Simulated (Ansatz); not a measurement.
# Al2O3 (Corundum, R-3c): zone-centre modes under pressure, part 3 of 4

Aim: how do the optical modes of Al2O3 (Corundum, R-3c) move with volume?

Ansatz 0.2.0; DFT LDA, scalar-relativistic, plane waves, PAW; PAW set soft_1.

So far, mean high-frequency dielectric constant: step 4 (zone-centre response at rest) 3.23.

### 6. Modes of this member: 1.06 times the volume at rest

The zone-centre modes follow for 1.06 times the volume at rest, with the response to a field.

input.yaml reads:

```yaml
crystal:
  lattice:
    - [2.4091422282, 1.390918914, 4.3866810192]
    - [-2.4091422282, 1.390918914, 4.3866810192]
    - [0.0, -2.781837828, 4.3866810192]
  atoms:
    - { symbol: O, position: [0.5551843757, 0.9448156243, 0.25] }
    - { symbol: O, position: [0.25, 0.5551843757, 0.9448156243] }
    - { symbol: O, position: [0.9448156243, 0.25, 0.5551843757] }
    - { symbol: O, position: [0.4448156243, 0.0551843757, 0.75] }
    - { symbol: O, position: [0.75, 0.4448156243, 0.0551843757] }
    - { symbol: O, position: [0.0551843757, 0.75, 0.4448156243] }
    - { symbol: Al, position: [0.3520599788, 0.3520599788, 0.3520599788] }
    - { symbol: Al, position: [0.1479400212, 0.1479400212, 0.1479400212] }
    - { symbol: Al, position: [0.6479400212, 0.6479400212, 0.6479400212] }
    - { symbol: Al, position: [0.8520599788, 0.8520599788, 0.8520599788] }
kpoints:
  mp_grid: { grid: [6, 6, 6] }
hamiltonian:
  xc: lda
  pseudopotentials: { kind: paw, azcp: { folder: soft_1 }, xc_functional: pbe }
scf:
  occupations: { method: fixed }
output:
  eigenvalues: true
phonons:
  method: dfpt
  dielectric: true
  rigid_motions: translations
```

On the command line:

```sh
ansatz run input.yaml --threads 8 --pin off --max-ram 20480MiB --backend cpu --events-out ev --progress --plain --runs-dir out
```

Numbers of over 12 decimals in the logs are rounded to 6 here.

Log:

```text
[...]
Crystal: 10 atoms, lattice volume = 88.197 Å³
Basis set: ecut = 420 eV, 1707 PW (Γ), exchange–correlation on 72×72×72 points (8 copies of the dense FFT grid, shifted against one another)
Bands: 34, of which v1, the nominal top of the filled ones, is band 24 counted from 1 (23 counted from 0)
Symmetry: 12 space group operations
k-points: 112 of 216 (irreducible under 1 space group operation, time reversal used)
[...]
SCF iter   1: F=—  HF=-5403.038024 eV  |F-HF|=—  |Δ(HF+E_count)|=         —  Δρ=1.14e-1  dr2=1.09e1  ethr=3.10e-3  ⟨swp⟩=5.0  Hψ=14407  notcnv=0  defer=782
[...]
SCF iter   9: F=-5399.673148 eV  HF=-5399.673148 eV  |F-HF|=2.73e-12  |Δ(HF+E_count)|=  6.37e-12  Δρ=6.82e-8  dr2=2.75e-12  ethr=1.00e-12  ⟨swp⟩=14.8  Hψ=25500  notcnv=0
SCF 1 converged in 9 iterations: F = -5399.673148 eV  dr2 = 2.75e-12
[...]
SCF converged after 9 iterations
Free energy (F): -5399.673148 eV
[...]
Internal energy: -5399.673148 eV  (E = F + TS)
E sigma→0 (E₀):  -5399.673148 eV
Fermi energy:    6.858263 eV
[...]
--- Band table (eV; the first three rows and the last of 112) ---
  k-point 0: bands = [... 20 lower, 6.4218, 6.8570, 6.8583, 6.8583, 12.5940, 15.5616, 16.9605, 17.9274, ... 6 higher]
  k-point 1: bands = [... 20 lower, 6.2296, 6.5517, 6.8218, 6.8242, 13.2213, 16.0451, 16.6000, 17.5137, ... 6 higher]
  k-point 2: bands = [... 20 lower, 6.0695, 6.3630, 6.6794, 6.7046, 14.5120, 16.1459, 16.4891, 16.8304, ... 6 higher]
  k-point 111: bands = [... 20 lower, 6.5399, 6.5399, 6.5399, 6.5399, 15.0424, 15.0424, 17.4348, 17.4348, ... 6 higher]
[...]
ASR residual: 3.422e-5 → 0.000e0 eV/Å²; symmetrization residual: 1.552e-5 eV/Å²
[...]
ε∞ (high-frequency dielectric tensor):
        3.314376    -0.000000    -0.000000
       -0.000000     3.314376     0.000000
       -0.000000     0.000000     3.277695
  ε⁰ (static dielectric tensor: ions relaxed, cell fixed):
       10.729670     0.000000    -0.000000
        0.000000    10.729670     0.000000
       -0.000000     0.000000    13.148706
  ε⁰ − ε∞ (ionic part):
        7.415295     0.000000    -0.000000
        0.000000     7.415295     0.000000
       -0.000000     0.000000     9.871011
[...]
Born effective charges Z* (e; rows j = field, columns β = displacement):
    site 0:
        -2.09923    0.00000    0.00000
         0.00000   -1.89500    0.27760
         0.00000    0.37380   -1.97790
    site 1:
        -1.94606    0.08844   -0.24041
         0.08844   -2.04818   -0.13880
        -0.32372   -0.18690   -1.97790
    site 2:
        -1.94606   -0.08844    0.24041
        -0.08844   -2.04818   -0.13880
         0.32372   -0.18690   -1.97790
    site 3:
        -2.09923    0.00000    0.00000
         0.00000   -1.89500    0.27760
        -0.00000    0.37380   -1.97790
    site 4:
        -1.94606    0.08844   -0.24041
         0.08844   -2.04818   -0.13880
        -0.32372   -0.18690   -1.97790
    site 5:
        -1.94606   -0.08844    0.24041
        -0.08844   -2.04818   -0.13880
         0.32372   -0.18690   -1.97790
    site 6:
         2.99567   -0.03089    0.00000
         0.03089    2.99567    0.00000
         0.00000    0.00000    2.96684
    site 7:
         2.99567    0.03089    0.00000
        -0.03089    2.99567    0.00000
        -0.00000    0.00000    2.96684
    site 8:
         2.99567   -0.03089    0.00000
         0.03089    2.99567    0.00000
         0.00000    0.00000    2.96684
    site 9:
         2.99567    0.03089    0.00000
        -0.03089    2.99567    0.00000
        -0.00000    0.00000    2.96684
  Z* charge neutrality: 1.093e-5 e pre-enforcement
[...]
optical modes at Γ without the LO–TO term, one row a degenerate level:
      ω (cm⁻¹)  modes    IR ((D/Å)²/amu)
        275.42      1             0.0000
[...]
optical modes at Γ + LO–TO along q̂ = [1.0000, 0.0000, 0.0000]:
      ω (cm⁻¹)  modes    IR ((D/Å)²/amu)
[...]
optical modes at Γ + LO–TO along q̂ = [0.0000, 1.0000, 0.0000]:
      ω (cm⁻¹)  modes    IR ((D/Å)²/amu)
[...]
optical modes at Γ + LO–TO along q̂ = [0.0000, 0.0000, 1.0000]:
      ω (cm⁻¹)  modes    IR ((D/Å)²/amu)
[...]
418.13      2             0.0000
        471.42      1             1.2631
        496.18      1             0.0000
        510.53      2            80.6652
        534.83      2             0.0000
        565.42      1             0.0000
        579.80      2             3.1260
        590.29      1             0.0000
        647.34      1             0.0000
        683.33      2             0.0000
        691.98      1             0.0000
        815.56      1            63.8988
```

Run time: 79 s. Hardware: 8 threads of Arm Neoverse N1, shared host; peak memory 1.5 GiB; 9.7 min of CPU time.

Numbers from this step:

```
sum-rule residual before enforcement                    : 3.42e-5 eV/Å²
miss of the charge sum rule                             : 1.09e-5 e
highest optical mode at the zone centre (no LO-TO term) : 692.0 cm⁻¹
lowest optical zone-centre mode                         : 275.4 cm⁻¹
mean high-frequency dielectric constant                 : 3.302
largest Born charge (third of the trace)                : 2.986 e
mean static dielectric constant                         : 11.54
top of the zone-centre spectrum with the field          : 842.9 cm⁻¹
```

Without the LO-TO term. Patterns of degenerate modes are one choice out of their space. Modes at Γ, with each element's share of the kinetic energy:

```
mode  frequency (cm⁻¹)  symmetry  O %  Al %
   1               0.0  acoustic   47    53
   2               0.0  acoustic   47    53
   3               0.0  acoustic   47    53
   4             275.4       A2g    2    98
   5             351.6        Eu   26    74
   6             351.6        Eu   26    74
   7             353.6        Eg   95     5
   8             353.6        Eg   95     5
   9             369.2       A2u   61    39
  10             386.8       A1g    1    99
  11             391.4        Eg   67    33
  12             391.4        Eg   67    33
  13             403.4        Eu   60    40
  14             403.4        Eu   60    40
  15             418.1        Eg   23    77
  16             418.1        Eg   23    77
  17             496.2       A2g  100     0
  18             510.5        Eu   70    30
  19             510.5        Eu   70    30
  20             519.9       A2u   92     8
  21             534.8        Eg   17    83
  22             534.8        Eg   17    83
  23             565.4       A1u   19    81
  24             579.8        Eu   97     3
  25             579.8        Eu   97     3
  26             590.3       A1g   99     1
  27             647.3       A1u   81    19
  28             683.3        Eg   98     2
  29             683.3        Eg   98     2
  30             692.0       A2g   99     1
```

Transverse modes. Infrared lines, with heights relative to the strongest:

```
position (cm⁻¹)  label  relative intensity
            275    A2g                 0.0
            352     Eu                 1.7
            354     Eg                 0.0
            369    A2u                  57
            387    A1g                 0.0
            391     Eg                 0.0
            403     Eu                  57
            418     Eg                 0.0
            496    A2g                 0.0
            510     Eu                 100
            520    A2u                  24
            535     Eg                 0.0
            565    A1u                 0.0
            580     Eu                 3.9
            590    A1g                 0.0
            647    A1u                 0.0
            683     Eg                 0.0
            692    A2g                 0.0
```

Without the LO-TO term the lowest optical mode is real, 275 cm⁻¹, and the highest lies at 692.0 cm⁻¹.

Between step 4 and this run (volume ratio 1.06) the value for the mean high-frequency dielectric constant moves from 3.23 to 3.30 (+2 %).

### 7. A member of the series: 0.9 times the volume at rest

The cell is set to 0.9 times the volume at rest, and shape and atoms relax at that volume.

input.yaml reads:

```yaml
crystal:
  lattice:
    - [2.2850603911, 1.319280232, 4.1400178649]
    - [-2.2850603911, 1.319280232, 4.1400178649]
    - [0.0, -2.6385604639, 4.1400178649]
  atoms:
    - { symbol: O, position: [0.5567489057, 0.9432510943, 0.25] }
    - { symbol: O, position: [0.25, 0.5567489057, 0.9432510943] }
    - { symbol: O, position: [0.9432510943, 0.25, 0.5567489057] }
    - { symbol: O, position: [0.4432510943, 0.0567489057, 0.75] }
    - { symbol: O, position: [0.75, 0.4432510943, 0.0567489057] }
    - { symbol: O, position: [0.0567489057, 0.75, 0.4432510943] }
    - { symbol: Al, position: [0.3518062718, 0.3518062718, 0.3518062718] }
    - { symbol: Al, position: [0.1481937282, 0.1481937282, 0.1481937282] }
    - { symbol: Al, position: [0.6481937282, 0.6481937282, 0.6481937282] }
    - { symbol: Al, position: [0.8518062718, 0.8518062718, 0.8518062718] }
kpoints:
  mp_grid: { grid: [6, 6, 6] }
hamiltonian:
  xc: lda
  pseudopotentials: { kind: paw, azcp: { folder: soft_1 }, xc_functional: pbe }
scf:
  occupations: { method: fixed }
output:
  forces: true
  stress: true
  eigenvalues: true
relax:
  adjacent_minimum: "off"
  f_tol: 0.001
  max_steps: 60
  cell: { stress_tol: 0.01, fix: [volume] }
```

Log:

```text
[...]
Crystal: 10 atoms, lattice volume = 74.884 Å³
Basis set: ecut = 420 eV, 1477 PW (Γ)
Bands: 34, of which v1, the nominal top of the filled ones, is band 24 counted from 1 (23 counted from 0)
Symmetry: 12 space group operations
[...]
k-points: 32 of 216
[...]
- { symbol: O, position: [0.943005, 0.250000, 0.556995] }
    - { symbol: O, position: [0.443005, 0.056995, 0.75] }
    - { symbol: O, position: [0.75, 0.443005, 0.056995] }
    - { symbol: O, position: [0.056995, 0.750000, 0.443005] }
    - { symbol: Al, position: [0.351751, 0.351751, 0.351751] }
    - { symbol: Al, position: [0.148249, 0.148249, 0.148249] }
    - { symbol: Al, position: [0.648249, 0.648249, 0.648249] }
    - { symbol: Al, position: [0.851751, 0.851751, 0.851751] }
[key lines of the parts left out:]
SCF converged after 4 iterations
Free energy (F): -5399.096922 eV
Fermi energy:    9.143332 eV
P = ⅓ Tr σ = 33.3897 GPa (333.897 kbar)
```

Run time: 11 s. Hardware: 8 threads; peak memory 0.46 GiB.

Little changed from the start: no atom moved by 0.005 Å and no cell edge by 0.1 %.

This step gave:

```yaml
pressure: 33.39 GPa
gap_on_the_k_mesh: 7.769 eV
volume_per_atom: 7.488 Å³
```

The largest force component left is 0.030 meV/Å, at a pressure of 33.39 GPa.

### 8. Modes of this member: 0.9 times the volume at rest

The zone-centre modes follow for 0.9 times the volume at rest, with the response to a field.

input.yaml reads:

```yaml
crystal:
  lattice:
    - [2.2856974108, 1.3196480154, 4.1377105559]
    - [-2.2856974108, 1.3196480154, 4.1377105559]
    - [0.0, -2.6392960308, 4.137710556]
  atoms:
    - { symbol: O, position: [0.5569951896, 0.9430048104, 0.25] }
    - { symbol: O, position: [0.25, 0.5569951896, 0.9430048104] }
    - { symbol: O, position: [0.9430048104, 0.25, 0.5569951896] }
    - { symbol: O, position: [0.4430048104, 0.0569951896, 0.75] }
    - { symbol: O, position: [0.75, 0.4430048104, 0.0569951896] }
    - { symbol: O, position: [0.0569951896, 0.75, 0.4430048104] }
    - { symbol: Al, position: [0.3517506117, 0.3517506117, 0.3517506117] }
    - { symbol: Al, position: [0.1482493883, 0.1482493883, 0.1482493883] }
    - { symbol: Al, position: [0.6482493883, 0.6482493883, 0.6482493883] }
    - { symbol: Al, position: [0.8517506117, 0.8517506117, 0.8517506117] }
kpoints:
  mp_grid: { grid: [6, 6, 6] }
hamiltonian:
  xc: lda
  pseudopotentials: { kind: paw, azcp: { folder: soft_1 }, xc_functional: pbe }
scf:
  occupations: { method: fixed }
output:
  eigenvalues: true
phonons:
  method: dfpt
  dielectric: true
  rigid_motions: translations
```

Log:

```text
[...]
Crystal: 10 atoms, lattice volume = 74.884 Å³
Basis set: ecut = 420 eV, 1477 PW (Γ), exchange–correlation on 72×72×72 points (8 copies of the dense FFT grid, shifted against one another)
Bands: 34, of which v1, the nominal top of the filled ones, is band 24 counted from 1 (23 counted from 0)
Symmetry: 12 space group operations
k-points: 112 of 216 (irreducible under 1 space group operation, time reversal used)
[...]
ω (cm⁻¹)  modes    IR ((D/Å)²/amu)
[...]
optical modes at Γ + LO–TO along q̂ = [0.0000, 1.0000, 0.0000]:
      ω (cm⁻¹)  modes    IR ((D/Å)²/amu)
[...]
optical modes at Γ + LO–TO along q̂ = [0.0000, 0.0000, 1.0000]:
      ω (cm⁻¹)  modes    IR ((D/Å)²/amu)
[...]
775.97      1             0.0000
        863.03      1             0.0000
        888.79      2             0.0000
        982.09      1            56.6425
[key lines of the parts left out:]
SCF converged after 8 iterations
Free energy (F): -5399.096925 eV
Fermi energy:    9.143333 eV
```

Wall time 71 s (8 threads); peak memory 1.4 GiB; 8.8 min of CPU time.

Numbers from this step:

```
sum-rule residual before enforcement                    : 1.76e-4 eV/Å²
miss of the charge sum rule                             : 5.84e-7 e
highest optical mode at the zone centre (no LO-TO term) : 888.8 cm⁻¹
lowest optical zone-centre mode                         : 356.9 cm⁻¹
mean high-frequency dielectric constant                 : 3.139
largest Born charge (third of the trace)                : 2.895 e
mean static dielectric constant                         : 8.138
top of the zone-centre spectrum with the field          : 1009 cm⁻¹
```

Without the LO-TO term. Patterns of degenerate modes are one choice out of their space. Modes at Γ, with each element's share of the kinetic energy:

```
mode  frequency (cm⁻¹)  symmetry  O %  Al %
   1               0.0  acoustic   47    53
   2               0.0  acoustic   47    53
   3               0.0  acoustic   47    53
   4             356.9       A2g   12    88
   5             405.6        Eg  100     0
   6             405.6        Eg  100     0
   7             434.9       A2u   72    28
   8             454.7        Eu   19    81
   9             454.7        Eu   19    81
  10             462.7       A1g   13    87
  11             480.8        Eg   13    87
  12             480.8        Eg   13    87
  13             492.0        Eu   77    23
  14             492.0        Eu   77    23
  15             522.5        Eg   70    30
  16             522.5        Eg   70    30
  17             595.3       A2g   90    10
  18             659.4        Eg   30    70
  19             659.4        Eg   30    70
  20             674.4       A1u    8    92
  21             696.5        Eu   76    24
  22             696.5        Eu   76    24
  23             721.3       A2u   81    19
  24             748.3        Eu   80    20
  25             748.3        Eu   80    20
  26             756.5       A1g   87    13
  27             776.0       A1u   92     8
  28             863.0       A2g   98     2
  29             888.8        Eg   88    12
  30             888.8        Eg   88    12
```

Transverse modes. Infrared lines, with heights relative to the strongest:

```
position (cm⁻¹)  label  relative intensity
            357    A2g                 0.0
            406     Eg                 0.0
            435    A2u                  45
            455     Eu                 3.5
            463    A1g                 0.0
            481     Eg                 0.0
            492     Eu                  47
            522     Eg                 0.0
            595    A2g                 0.0
            659     Eg                 0.0
            674    A1u                 0.0
            696     Eu                 100
            721    A2u                  51
            748     Eu                  46
            756    A1g                 0.0
            776    A1u                 0.0
            863    A2g                 0.0
            889     Eg                 0.0
```

Without the LO-TO term the lowest optical mode is real, 357 cm⁻¹, and the highest lies at 888.8 cm⁻¹.

Between step 4 and this run (volume ratio 0.9) the value for the mean high-frequency dielectric constant moves from 3.23 to 3.14 (-3 %).

[end of part 3 of 4]

[Logs are printed without paths, hosts, clocks, repeated set-up lines and the standing remarks that a program may print on its own settings, such as how far it seeks lower states.]

[Hosts, paths, dates, database ids (printed as entryN), source tags and the programs' standing remarks are cut or masked in the printed files.]
